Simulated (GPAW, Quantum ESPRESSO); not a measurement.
# Near-edge structure at the O K edge of Ti6O (P-31m), part 4 of 5

Aim: the O K edge of Ti6O (P-31m) by two routes, a Lanczos recursion (XSpectra) and a sum over empty bands (GPAW), to see which features are robust.

Quantum ESPRESSO 7.5 and GPAW 26.7.0; core-hole supercells, plane-wave PAW LDA.

So far. Step 8 (Spectrum with XCH, O atom 7 (Quantum ESPRESSO)): The total-energy difference is 535.90 eV. One term is added: -8.83 eV, since the hole is spin-paired here and a spin-polarised one costs that much less in the free atom (computed apart). The photon energy is then 527.07 eV. The functional leaves an error in such absolute values: in the free atom LDA prices this hole 4.1 eV below PBE (computed apart), and PBE is itself good to a few eV.

**11. Spectrum without a core hole, O atom 7 (GPAW)**

Level of this step: X-ray absorption from dipole matrix elements to empty bands, plane-wave PAW LDA (GPAW).

Without a hole the spectrum is the empty density of states of the right symmetry on the absorber, weighted by matrix elements. It needs only the small cell and serves as the baseline. The data set with a hole of occupation 0 only carries the core orbital.

xas.py reads:

```python
import numpy as np
from ase import Atoms
from ase.parallel import parprint, paropen
from gpaw import GPAW, PW, FermiDirac, Mixer, MixerDif, setup_paths
from gpaw.test import gen
setup_paths.insert(0, '.')
gen('O', name='nch1s', xcname='LDA', corehole=(1, 0, 0), write_xml=True)
from gpaw.mpi import world
world.barrier()

atoms = Atoms('Ti6O',
    cell=[[5.13, 0, 0],
     [-2.565, 4.44271032, 0],
     [0, 0, 4.74]],
    scaled_positions=[[0.333, 0.333, 0.75],
     [0.667, 0, 0.75],
     [0, 0.667, 0.75],
     [0.667, 0.667, 0.25],
     [0, 0.333, 0.25],
     [0.333, 0, 0.25],
     [0, 0, 0]],
    pbc=True)
atoms.calc = calc = GPAW(legacy_gpaw=True, mode=PW(500, force_complex_dtype=True), xc='LDA', setups={6: 'nch1s'},
    kpts={'size': (8, 8, 7), 'gamma': True}, occupations=FermiDirac(0.1),
    charge=0, mixer=Mixer(0.1, 5, 50), maxiter=150,
    convergence={'density': 0.0001, 'eigenstates': 1e-6}, txt='scf.txt')
energy = atoms.get_potential_energy() + calc.get_reference_energy()
ef = calc.get_fermi_level()
out = dict(energy=energy, fermi=ef, forces=atoms.get_forces().tolist())
parprint(f'all-electron energy {energy:.4f} eV, Fermi level {ef:.4f} eV')
ev = np.array([[calc.get_eigenvalues(k, s) for k in range(len(calc.get_ibz_k_points()))] for s in range(calc.get_number_of_spins())])
out['homo'], out['lumo'], out['counts'] = ev[ev < ef].max(), ev[ev > ef].min(), sorted(set((ev < ef).sum((0, 2)).tolist()))
out['filled'] = (ev[:, 0] < ef).sum(1).tolist()

from ase.units import Ha
from gpaw.xas import dipole_matrix_elements
nb = int(calc.get_number_of_electrons() / 2) + 97
top, nb = nb, nb + 8 + nb // 12
nscf = calc.fixed_density(kpts={'size': (7, 7, 7), 'gamma': True}, nbands=nb,
    convergence={'bands': top, 'eigenstates': 5e-3}, maxiter=60, txt='nscf.txt')
cell = atoms.cell.array
ops = [cell.T @ U.T @ np.linalg.inv(cell.T) for U in nscf.wfs.kd.symmetry.op_scc]
E = np.arange(-25, 34, 0.1)
fwhm = np.interp(E, [4, 25], [0.9, 3.5])
Y, X, zero, highest = 0, 0, 1e9, 1e9
for spin in range(nscf.get_number_of_spins()):
    wfs = nscf.wfs
    mine = wfs.bd.get_slice()  # this rank's bands
    A = dipole_matrix_elements(wfs.setups[6])
    eps = np.zeros((wfs.kd.nibzkpts, nb))
    d = np.zeros((3, A.shape[1], wfs.kd.nibzkpts, nb), complex)
    for kpt in wfs.kpt_u:
        if kpt.s == spin and 6 in kpt.P_ani:
            eps[kpt.k, mine] = kpt.eps_n * Ha
            d[:, :, kpt.k, mine] = (kpt.weight * wfs.nspins / 2) ** 0.5 * np.inner(A, kpt.P_ani[6])
    world.sum(eps)
    world.sum(d)
    T = np.einsum('amkn,bmkn->abkn', d, d.conj()).real
    T = sum(np.einsum('ai,ijkn,bj->abkn', R, T, R) for R in ops) / len(ops)
    empty = eps > ef
    zero, highest = min(zero, eps[empty].min()), min(highest, eps[:, top - 1].min())
    lines = [(eps, T, empty)] if spin == 0 else lines + [(eps, T, empty)]
for eps, T, empty in lines:
    f = np.einsum('aakn->akn', T).reshape(3, -1)
    x = eps.ravel() - zero
    w = np.interp(x, E, fwhm) / 2.35482
    g = np.exp(-0.5 * ((E[:, None] - x) / w) ** 2) / (w * (2 * np.pi) ** 0.5)
    Y = Y + (f * empty.ravel()) @ g.T
    X = X + (f * ~empty.ravel()) @ g.T
out.update(E=E.round(2).tolist(), xas=Y.tolist(), xes=X.tolist(), zero=zero, valid=highest - zero, nk=len(eps), nb=nb)
for i in range(0, len(E), 10):
    parprint(f'{E[i]:7.2f}', *(f'{v:10.3e}' for v in Y[:, i]))
import json
with paropen('out.json', 'w') as f:
    json.dump(out, f)
```

Launch:

```
> OMP_NUM_THREADS=1 mpirun -n 8 gpaw python xas.py
```

Numbers of over 12 decimals in the logs are rounded to 6 here.

Log:

```text
Input parameters:
  convergence: {density: 0.0001,
                eigenstates: 1e-06}
  kpts: {gamma: True,
         size: (8, 8, 7)}
  maxiter: 150
  mixer: {backend: pulay,
          beta: 0.1,
          method: separate,
          nmaxold: 5,
          weight: 50}
  mode: {ecut: 500.0,
         force_complex_dtype: True,
         name: pw}
  occupations: {fixmagmom: False,
                name: fermi-dirac,
[...]
*p    :     0.662075
*d    :     0.000000
--------------------------------

Diagonalizing with gridspacing h=0.050

state   all-electron     PAW
-------------------------------
2s:      -0.872866    -0.873954
2p:      -0.337925    -0.341740
*d:                    0.050276
*f:                    0.077289
-------------------------------
all-electron energy -141127.6565 eV, Fermi level 8.4452 eV
[...]
32.00  6.730e-05  5.950e-05  5.664e-05
  33.00  6.876e-05  6.079e-05  6.109e-05
[key lines of the parts left out:]
Converged after 37 iterations.
Dipole moment: (0.000000, 0.000000, -0.000000) |e|*Ang
Free energy:    -56.163265
Fermi level: 8.44524
```

Run time: 68 s. Hardware: 8 MPI ranks of AMD EPYC 9B45 (Zen 5), shared host; peak memory 0.46 GiB.

The O K spectrum, O atom 7, no core hole (energy from the lowest empty level; intensity scaled to a mean of 1 over the first 20 eV; polarised curves are means over the symmetry-equivalent atoms):

| E (eV) | isotropic | ε ⊥ c | ε ∥ c |
| --- | --- | --- | --- |
| -2.00 | 0.00 | 0.00 | 0.00 |
| -1.25 | 0.00 | 0.00 | 0.00 |
| -0.50 | 0.02 | 0.02 | 0.01 |
| 0.25 | 0.21 | 0.23 | 0.17 |
| 1.00 | 0.60 | 0.64 | 0.52 |
| 1.75 | 1.68 | 1.87 | 1.31 |
| 2.50 | 2.39 | 2.50 | 2.17 |
| 3.25 | 2.32 | 2.11 | 2.73 |
| 4.00 | 2.45 | 2.27 | 2.82 |
| 4.75 | 1.93 | 2.01 | 1.76 |
| 5.50 | 1.24 | 1.27 | 1.18 |
| 6.25 | 0.88 | 0.90 | 0.83 |
| 7.00 | 0.54 | 0.59 | 0.45 |
| 7.75 | 0.34 | 0.39 | 0.25 |
| 8.50 | 0.37 | 0.39 | 0.33 |
| 9.25 | 0.58 | 0.59 | 0.55 |
| 10.00 | 0.91 | 0.87 | 1.00 |
| 10.75 | 1.22 | 1.05 | 1.57 |
| 11.50 | 1.09 | 0.90 | 1.45 |
| 12.25 | 0.77 | 0.71 | 0.90 |
| 13.00 | 0.66 | 0.70 | 0.57 |
| 13.75 | 0.65 | 0.74 | 0.47 |
| 14.50 | 0.68 | 0.81 | 0.43 |
| 15.25 | 0.74 | 0.88 | 0.46 |
| 16.00 | 0.78 | 0.89 | 0.56 |
| 16.75 | 0.79 | 0.85 | 0.68 |
| 17.50 | 0.79 | 0.81 | 0.75 |
| 18.25 | 0.76 | 0.78 | 0.73 |
| 19.00 | 0.70 | 0.72 | 0.68 |
| 19.75 | 0.64 | 0.61 | 0.69 |
| 20.50 | 0.61 | 0.52 | 0.78 |
| 21.25 | 0.64 | 0.50 | 0.91 |
| 22.00 | 0.70 | 0.55 | 0.99 |
| 22.75 | 0.76 | 0.65 | 0.98 |
| 23.50 | 0.79 | 0.74 | 0.89 |
| 24.25 | 0.80 | 0.81 | 0.79 |
| 25.00 | 0.79 | 0.83 | 0.70 |
| 25.75 | 0.76 | 0.82 | 0.63 |
| 26.50 | 0.72 | 0.79 | 0.58 |
| 27.25 | 0.68 | 0.75 | 0.54 |
| 28.00 | 0.65 | 0.72 | 0.51 |
| 28.75 | 0.64 | 0.69 | 0.52 |
| 29.50 | 0.64 | 0.68 | 0.55 |
| 30.25 | 0.65 | 0.68 | 0.58 |
| 31.00 | 0.65 | 0.68 | 0.60 |
| 31.75 | 0.66 | 0.69 | 0.61 |

Main maxima below 24 eV (height): 2.3 eV (2.45), 3.7 eV (2.67), 10.9 eV (1.23) and 16.7 eV (0.79). 

The same matrix elements for filled bands give the O K emission of O atom 7 (ground-state approximation; energy from the lowest empty level, largest value 1):

| E (eV) | emission |
| --- | --- |
| -24.00 | 0.00 |
| -23.25 | 0.00 |
| -22.50 | 0.00 |
| -21.75 | 0.00 |
| -21.00 | 0.00 |
| -20.25 | 0.00 |
| -19.50 | 0.00 |
| -18.75 | 0.00 |
| -18.00 | 0.00 |
| -17.25 | 0.00 |
| -16.50 | 0.00 |
| -15.75 | 0.00 |
| -15.00 | 0.00 |
| -14.25 | 0.00 |
| -13.50 | 0.00 |
| -12.75 | 0.00 |
| -12.00 | 0.00 |
| -11.25 | 0.00 |
| -10.50 | 0.00 |
| -9.75 | 0.00 |
| -9.00 | 0.00 |
| -8.25 | 0.02 |
| -7.50 | 0.66 |
| -6.75 | 0.61 |
| -6.00 | 0.01 |
| -5.25 | 0.00 |
| -4.50 | 0.01 |
| -3.75 | 0.01 |
| -3.00 | 0.02 |
| -2.25 | 0.03 |
| -1.50 | 0.04 |
| -0.75 | 0.02 |
| 0.00 | 0.01 |
| 0.75 | 0.00 |
| 1.50 | 0.00 |
| 2.25 | 0.00 |
| 3.00 | 0.00 |

Emission maxima: -7.2 eV (1.00).

**12. Supercell without a hole, the energy reference (GPAW)**

Total energies of two programs can't be mixed, so the cell and mesh of GPAW's hole run get a reference energy of their own.

scf.py reads:

```python
import numpy as np
from ase import Atoms
from ase.parallel import parprint, paropen
from gpaw import GPAW, PW, FermiDirac, Mixer, MixerDif, setup_paths
from gpaw.test import gen
setup_paths.insert(0, '.')
gen('O', name='nch1s', xcname='LDA', corehole=(1, 0, 0), write_xml=True)
from gpaw.mpi import world
world.barrier()

atoms = Atoms('Ti18O3',
    cell=[[-2.565, 4.44271032, 4.74],
     [-2.565, -4.44271032, 4.74],
     [5.13, 0, 4.74]],
    scaled_positions=[[0.361, 0.028, 0.361],
     [0.69433333, 0.36133333, 0.69433333],
     [0.02766667, 0.69466667, 0.02766667],
     [0.02766667, 0.02766667, 0.69466667],
     [0.361, 0.361, 0.028],
     [0.69433333, 0.69433333, 0.36133333],
     [0.69466667, 0.02766667, 0.02766667],
     [0.028, 0.361, 0.361],
     [0.36133333, 0.69433333, 0.69433333],
     [0.30566667, 0.63866667, 0.30566667],
     [0.639, 0.972, 0.639],
     [0.97233333, 0.30533333, 0.97233333],
     [0.30533333, 0.97233333, 0.97233333],
     [0.63866667, 0.30566667, 0.30566667],
     [0.972, 0.639, 0.639],
     [0.97233333, 0.97233333, 0.30533333],
     [0.30566667, 0.30566667, 0.63866667],
     [0.639, 0.639, 0.972],
     [0, 0, 0],
     [0.33333333, 0.33333333, 0.33333333],
     [0.66666667, 0.66666667, 0.66666667]],
    pbc=True)
atoms.calc = calc = GPAW(legacy_gpaw=True, mode=PW(500, force_complex_dtype=True), xc='LDA', setups={18: 'nch1s'},
    kpts={'size': (4, 4, 4), 'gamma': True}, occupations=FermiDirac(0.1),
    charge=0, mixer=Mixer(0.1, 5, 50), maxiter=150,
    convergence={'density': 0.0001, 'eigenstates': 1e-6}, txt='scf.txt')
energy = atoms.get_potential_energy() + calc.get_reference_energy()
ef = calc.get_fermi_level()
out = dict(energy=energy, fermi=ef, forces=atoms.get_forces().tolist())
parprint(f'all-electron energy {energy:.4f} eV, Fermi level {ef:.4f} eV')
ev = np.array([[calc.get_eigenvalues(k, s) for k in range(len(calc.get_ibz_k_points()))] for s in range(calc.get_number_of_spins())])
out['homo'], out['lumo'], out['counts'] = ev[ev < ef].max(), ev[ev > ef].min(), sorted(set((ev < ef).sum((0, 2)).tolist()))
out['filled'] = (ev[:, 0] < ef).sum(1).tolist()
import json
with paropen('out.json', 'w') as f:
    json.dump(out, f)
```

Launch:

```
> OMP_NUM_THREADS=1 mpirun -n 8 gpaw python scf.py
```

Log:

```text
Input parameters:
  convergence: {density: 0.0001,
                eigenstates: 1e-06}
  kpts: {gamma: True,
         size: (4, 4, 4)}
  maxiter: 150
  mixer: {backend: pulay,
          beta: 0.1,
          method: separate,
          nmaxold: 5,
          weight: 50}
  mode: {ecut: 500.0,
         force_complex_dtype: True,
         name: pw}
  occupations: {fixmagmom: False,
                name: fermi-dirac,
[...]
2s(2) :    -0.872866     1.079797
*s    :     0.127134
2p(4) :    -0.337925     0.876472
*p    :     0.662075
*d    :     0.000000
--------------------------------

Diagonalizing with gridspacing h=0.050

state   all-electron     PAW
-------------------------------
2s:      -0.872866    -0.873954
2p:      -0.337925    -0.341740
*d:                    0.050276
*f:                    0.077289
-------------------------------
all-electron energy -423382.9707 eV, Fermi level 8.4471 eV
[key lines of the parts left out:]
Converged after 20 iterations.
Dipole moment: (-0.000000, -0.000000, 0.000000) |e|*Ang
Free energy:   -168.485888
Fermi level: 8.44710
```

Wall time 88 s (8 MPI ranks); peak memory 0.56 GiB.

Reference energy: -423382.971 eV with the cores included.

(Part 4 of 5 ends here.)

[Banner, clock and machine lines of the logs are left out without a mark of their own.]

[Logs are printed without paths, hosts, clocks, repeated set-up lines and the standing remarks that a program may print on its own settings, such as how far it seeks lower states.]

[Hosts, paths, dates, database ids (printed as entryN), source tags and the programs' standing remarks are cut or masked in the printed files.]

[Lists of maxima count a maximum above −3 eV only where it reaches 4 % of the highest in the window and stands out from its surroundings by 2 % of it (1.5 % where it reaches 55 %); shoulders and weaker maxima are passed over, and of the rest the first, up to two pre-edge ones and the few strongest are named.]
